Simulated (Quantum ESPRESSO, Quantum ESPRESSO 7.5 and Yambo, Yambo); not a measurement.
# ZrSe3 (P2_1/m): G0W0 with Yambo, start to end

Aim: the G0W0 gap of ZrSe3 (P2_1/m) on PBEsol, step by step.

Main program and level: Quantum ESPRESSO 7.5 and Yambo 5.3.0; PBEsol and many-body steps on it, plane waves.

## (1) The structure

Symmetry: P2_1/m, No. 11, monoclinic system. Conventional cell: a = 5.411 Å, b = 3.749 Å, c = 9.444 Å, α = 90.00°, β = 97.48°, γ = 90.00°. Nearest to Zr lie 8 Se at 2.72 to 2.87 Å. Se has 4 Zr at 2.72 to 2.87 Å nearest. Se has 1 Se at 2.34 Å and 2 Zr at 2.73 Å nearest. Nearest to Se lie 1 Se at 2.34 Å and 2 Zr at 2.74 Å. Farther neighbours and most contacts between anions are not listed.

Structure file:

```cif
data_structure
_symmetry_space_group_name_H-M 'P2_1/m'
_symmetry_Int_Tables_number 11
_cell_length_a 5.4109
_cell_length_b 3.7488
_cell_length_c 9.4440
_cell_angle_alpha 90.000
_cell_angle_beta 97.480
_cell_angle_gamma 90.000
_cell_volume 189.94
loop_
_atom_site_label
_atom_site_type_symbol
_atom_site_symmetry_multiplicity
_atom_site_Wyckoff_symbol
_atom_site_fract_x
_atom_site_fract_y
_atom_site_fract_z
_atom_site_occupancy
Zr1 Zr 2 e 0.28500 0.25000 0.65600 1
Se1 Se 2 e 0.76200 0.25000 0.55400 1
Se2 Se 2 e 0.45600 0.25000 0.17400 1
Se3 Se 2 e 0.88800 0.25000 0.16900 1
```

The cell and positions come from the Crystallography Open Database and are kept as given unless a step says otherwise.

## (2) Ground state

This step: Quantum ESPRESSO 7.5; DFT, PBEsol, plane waves, norm-conserving pseudopotentials.

The ground-state density comes first.

pw.in reads:

```
&control
  calculation = 'scf'
  prefix = 'x'
  outdir = 'o'
  pseudo_dir = 'pseudo'
/
&system
  ibrav = 0
  nat = 8
  ntyp = 2
  ecutwfc = 104.0
  nbnd = 92
  force_symmorphic = .true.
/
&electrons
  conv_thr = 1e-10
  electron_maxstep = 80
  mixing_beta = 0.5
/
ATOMIC_SPECIES
  Zr 91.224 Zr.upf
  Se 78.971 Se.upf
CELL_PARAMETERS angstrom
  5.4109000000 -0.0000000000 0.0000000000
  -0.0000000000 3.7488000000 0.0000000000
  -1.2294209091 0.0000000000 9.3636349901
ATOMIC_POSITIONS crystal
  Zr 0.2850000000 0.2500000000 0.6560000000
  Zr 0.7150000000 0.7500000000 0.3440000000
  Se 0.7620000000 0.2500000000 0.5540000000
  Se 0.2380000000 0.7500000000 0.4460000000
  Se 0.4560000000 0.2500000000 0.1740000000
  Se 0.5440000000 0.7500000000 0.8260000000
  Se 0.8880000000 0.2500000000 0.1690000000
  Se 0.1120000000 0.7500000000 0.8310000000
K_POINTS automatic
  4 6 2 0 0 0
```

Launch:

```sh
$ OMP_NUM_THREADS=1 mpirun -n 8 pw.x -nk 8 -in pw.in > pw.out
```

Log:

```text
Program PWSCF v.7.5 starts

     This program is part of the open-source Quantum ESPRESSO suite
     for quantum simulation of materials; please cite
         "P. Giannozzi et al., J. Phys.:Condens. Matter 21 395502 (2009);
         "P. Giannozzi et al., J. Phys.:Condens. Matter 29 465901 (2017);
         "P. Giannozzi et al., J. Chem. Phys. 152 154105 (2020);
     in publications or presentations arising from this work. More details at
     Message from routine setup:
     using ibrav=0 with symmetry is DISCOURAGED, use correct ibrav instead

     G-vector sticks info

     bravais-lattice index     =            0
     lattice parameter (alat)  =      10.2251  a.u.
     unit-cell volume          =    1281.7486 (a.u.)^3
     number of atoms/cell      =            8
     number of atomic types    =            2
     number of electrons       =       168.00
     number of Kohn-Sham states=           92
     kinetic-energy cutoff     =     104.0000  Ry
     charge density cutoff     =     416.0000  Ry
     scf convergence threshold =      1.0E-10
     mixing beta               =       0.5000
     number of iterations used =            8  plain     mixing
     Exchange-correlation= PBESOL
                           (   1   4  10   8   0   0   0)

     celldm(1)=  10.225119  celldm(2)=   0.000000  celldm(3)=   0.000000
     celldm(4)=   0.000000  celldm(5)=   0.000000  celldm(6)=   0.000000

     crystal axes: (cart. coord. in units of alat)
               a(1) = (   1.000000  -0.000000   0.000000 )
               a(2) = (  -0.000000   0.692824   0.000000 )
               a(3) = (  -0.227212   0.000000   1.730513 )

     reciprocal axes: (cart. coord. in units 2 pi/alat)
               b(1) = (  1.000000  0.000000  0.131297 )
               b(2) = (  0.000000  1.443369  0.000000 )
               b(3) = ( -0.000000 -0.000000  0.577863 )
     Pseudo is Norm-conserving + core correction, Zval = 12.0
     Generated using ONCVPSP code by D. R. Hamann
     Using radial grid of 1604 points,  6 beta functions with:
     Pseudo is Norm-conserving + core correction, Zval = 24.0
     Generated using ONCVPSP code by D. R. Hamann
     Using radial grid of 1198 points,  6 beta functions with:
     Zr               12.00    91.22400     Zr( 1.00)
     Se               24.00    78.97100     Se( 1.00)

      2 Sym. Ops., with inversion, found

   Cartesian axes

     site n.     atom                  positions (alat units)
         1        Zr     tau(   1) = (   0.1359490   0.1732059   1.1352168  )
         2        Zr     tau(   2) = (   0.6368391   0.5196178   0.5952966  )
         3        Se     tau(   3) = (   0.6361246   0.1732059   0.9587044  )
         4        Se     tau(   4) = (   0.1366635   0.5196178   0.7718090  )
         5        Se     tau(   5) = (   0.4164651   0.1732059   0.3011093  )
         6        Se     tau(   6) = (   0.3563230   0.5196178   1.4294041  )
         7        Se     tau(   7) = (   0.8496012   0.1732059   0.2924568  )
         8        Se     tau(   8) = (  -0.0768131   0.5196178   1.4380566  )

     number of k points=    28
                       cart. coord. in units 2pi/alat
        k(    1) = (   0.0000000   0.0000000   0.0000000), wk =   0.0416667
        k(    2) = (   0.0000000   0.0000000  -0.2889316), wk =   0.0416667
        k(    3) = (   0.0000000   0.2405614   0.0000000), wk =   0.0833333
        k(    4) = (   0.0000000   0.2405614  -0.2889316), wk =   0.0833333
        k(    5) = (   0.0000000   0.4811228   0.0000000), wk =   0.0833333
        k(    6) = (   0.0000000   0.4811228  -0.2889316), wk =   0.0833333
        k(    7) = (   0.0000000  -0.7216843   0.0000000), wk =   0.0416667
        k(    8) = (   0.0000000  -0.7216843  -0.2889316), wk =   0.0416667
        k(    9) = (   0.2500000   0.0000000   0.0328243), wk =   0.0833333
        k(   10) = (   0.2500000   0.0000000  -0.2561072), wk =   0.0833333
     [... 16 further rows ...]
        k(   27) = (  -0.2500000   0.4811228  -0.0328243), wk =   0.0833333
        k(   28) = (  -0.2500000   0.4811228   0.2561072), wk =   0.0833333

     Dense  grid:   183623 G-vectors     FFT dimensions: (  72,  45, 120)

     Initial potential from superposition of free atoms

     starting charge     167.9953, renormalised to     168.0000
     Starting wfcs are   98 randomized atomic wfcs

     per-process dynamical memory:   310.7 Mb

     Self-consistent Calculation

     iteration #  1     ecut=   104.00 Ry     beta= 0.50

     Threshold (ethr) on eigenvalues was too large:
     Diagonalizing with lowered threshold

     total energy              =   -4260.05157698 Ry
     estimated scf accuracy    <       0.27108864 Ry

     iteration #  2     ecut=   104.00 Ry     beta= 0.50

     total energy              =   -4260.04153124 Ry
     estimated scf accuracy    <       0.47743709 Ry

     iteration #  3     ecut=   104.00 Ry     beta= 0.50

     total energy              =   -4260.12559272 Ry
     estimated scf accuracy    <       0.05148899 Ry

     iteration #  4     ecut=   104.00 Ry     beta= 0.50

     total energy              =   -4260.13215999 Ry
     estimated scf accuracy    <       0.00527845 Ry

     iteration #  5     ecut=   104.00 Ry     beta= 0.50

     total energy              =   -4260.13293116 Ry
     estimated scf accuracy    <       0.00032202 Ry

     iteration #  6     ecut=   104.00 Ry     beta= 0.50

     total energy              =   -4260.13297176 Ry
     estimated scf accuracy    <       0.00002967 Ry

     iteration #  7     ecut=   104.00 Ry     beta= 0.50

     total energy              =   -4260.13297607 Ry
     estimated scf accuracy    <       0.00000184 Ry

     iteration #  8     ecut=   104.00 Ry     beta= 0.50

     total energy              =   -4260.13297638 Ry
     estimated scf accuracy    <       0.00000027 Ry

     iteration #  9     ecut=   104.00 Ry     beta= 0.50

     total energy              =   -4260.13297643 Ry
     estimated scf accuracy    <       0.00000003 Ry

     iteration # 10     ecut=   104.00 Ry     beta= 0.50

     total energy              =   -4260.13297644 Ry
     estimated scf accuracy    <          5.7E-09 Ry

     iteration # 11     ecut=   104.00 Ry     beta= 0.50

     total energy              =   -4260.13297644 Ry
     estimated scf accuracy    <          9.2E-10 Ry

     iteration # 12     ecut=   104.00 Ry     beta= 0.50

     End of self-consistent calculation

          k = 0.0000 0.0000 0.0000 ( 22959 PWs)   bands (ev):

  -197.1565-197.1565-197.1420-197.1420-196.3596-196.3596-136.9919-136.9919
  -136.9784-136.9784-136.7591-136.7591-136.7526-136.7526-136.7431-136.7431
  -136.7368-136.7368-136.0461-136.0461-136.0392-136.0392-136.0249-136.0249
   -38.4723 -38.4717 -37.4172 -37.4172 -37.3246 -37.3246 -37.3118 -37.3118
   -37.3064 -37.3063 -37.2790 -37.2790 -37.2707 -37.2707 -37.0860 -37.0858
   -37.0826 -37.0826 -37.0679 -37.0678 -37.0649 -37.0648 -36.4466 -36.4451
   -36.4433 -36.4431 -36.4295 -36.4287 -36.4282 -36.4265 -36.4198 -36.4194
   -16.6357 -16.6070 -16.5265 -16.5199 -16.4585 -16.4404  -4.4153  -4.0883
    -2.4080  -1.3772  -0.5626  -0.5406   4.5168   4.8776   5.8356   5.9862
     6.1655   7.3504   7.5153   7.9998   8.5120   9.4022   9.6622   9.8077
     9.8205   9.9269  10.3966  10.5071  11.1681  11.5509  13.1795  13.3778
    13.5624  13.6668  14.0145  14.0699

          k = 0.0000 0.0000-0.2889 ( 23008 PWs)   bands (ev):

  -197.1565-197.1565-197.1420-197.1420-196.3596-196.3596-136.9919-136.9919
  -136.9784-136.9784-136.7591-136.7591-136.7526-136.7526-136.7431-136.7431
  -136.7368-136.7368-136.0461-136.0461-136.0392-136.0392-136.0249-136.0249
   -38.4723 -38.4717 -37.4172 -37.4172 -37.3246 -37.3246 -37.3118 -37.3118
   -37.3064 -37.3063 -37.2790 -37.2790 -37.2707 -37.2707 -37.0860 -37.0858
[...]
13.5825  13.6817  13.8918  14.0385

          k = 0.0000 0.2406 0.0000 ( 22977 PWs)   bands (ev):

  -197.1565-197.1565-197.1420-197.1420-196.3596-196.3596-136.9919-136.9919
  -136.9784-136.9784-136.7591-136.7591-136.7526-136.7526-136.7431-136.7431
  -136.7368-136.7368-136.0461-136.0461-136.0392-136.0392-136.0249-136.0249
[...]
-36.4433 -36.4432 -36.4293 -36.4285 -36.4280 -36.4266 -36.4196 -36.4193
   -16.6244 -16.6028 -16.5646 -16.5627 -16.4527 -16.4370  -4.2927  -4.0262
    -2.3316  -1.3674  -0.5069  -0.4878   4.6677   4.8369   5.9580   6.1228
     6.2041   7.0365   7.3921   7.8580   7.9148   9.1147   9.3508   9.4040
     9.4906   9.6469   9.6471   9.9554  11.8204  12.1506  13.3036  13.4275
    13.4714  13.6249  13.8086  13.8945

          k = 0.0000 0.2406-0.2889 ( 22960 PWs)   bands (ev):

     [... further k-points ...]

     highest occupied, lowest unoccupied level (ev):    10.5071   10.8283

!    total energy              =   -4260.13297644 Ry
     estimated scf accuracy    <          6.7E-11 Ry

     The total energy is the sum of the following terms:
     one-electron contribution =   -3765.49580420 Ry
     hartree contribution      =    1746.79974112 Ry
     xc contribution           =    -382.63172040 Ry
     ewald contribution        =   -1858.80519295 Ry

     convergence has been achieved in  12 iterations

     XML data file, charge density, pseudopotentials, collected wavefunctions

=------------------------------------------------------------------------------=
   JOB DONE.
=------------------------------------------------------------------------------=
```

Wall time 2.9 min (8 MPI ranks of Intel Xeon 6975P-C (Granite Rapids), shared host); peak memory 3.6 GiB.

Numbers from this step:

| Item | Value |
| --- | --- |
| total energy | -57962.0619 eV |
| gap | 0.3212 eV |
| k of the valence top | 0, 0, 0 |
| k of the conduction bottom | -0.5, 0.1667, 0 |
| least direct gap | 0.6027 eV |

The gap is indirect, with the least direct gap 0.28 eV higher.

[end of part 1 of 3]

[Paths, hosts, dates, memory and timing lines, banners, echoed tables and standing remarks are left out of the program output.]

[Logs are printed without paths, hosts, clocks, repeated set-up lines and the standing remarks that a program may print on its own settings, such as how far it seeks lower states.]

[Runs of the session that timed out or met a known fault of the program may be left out.]

[Hosts, paths, dates, database ids (printed as entryN), source tags and the programs' standing remarks are cut or masked in the printed files.]
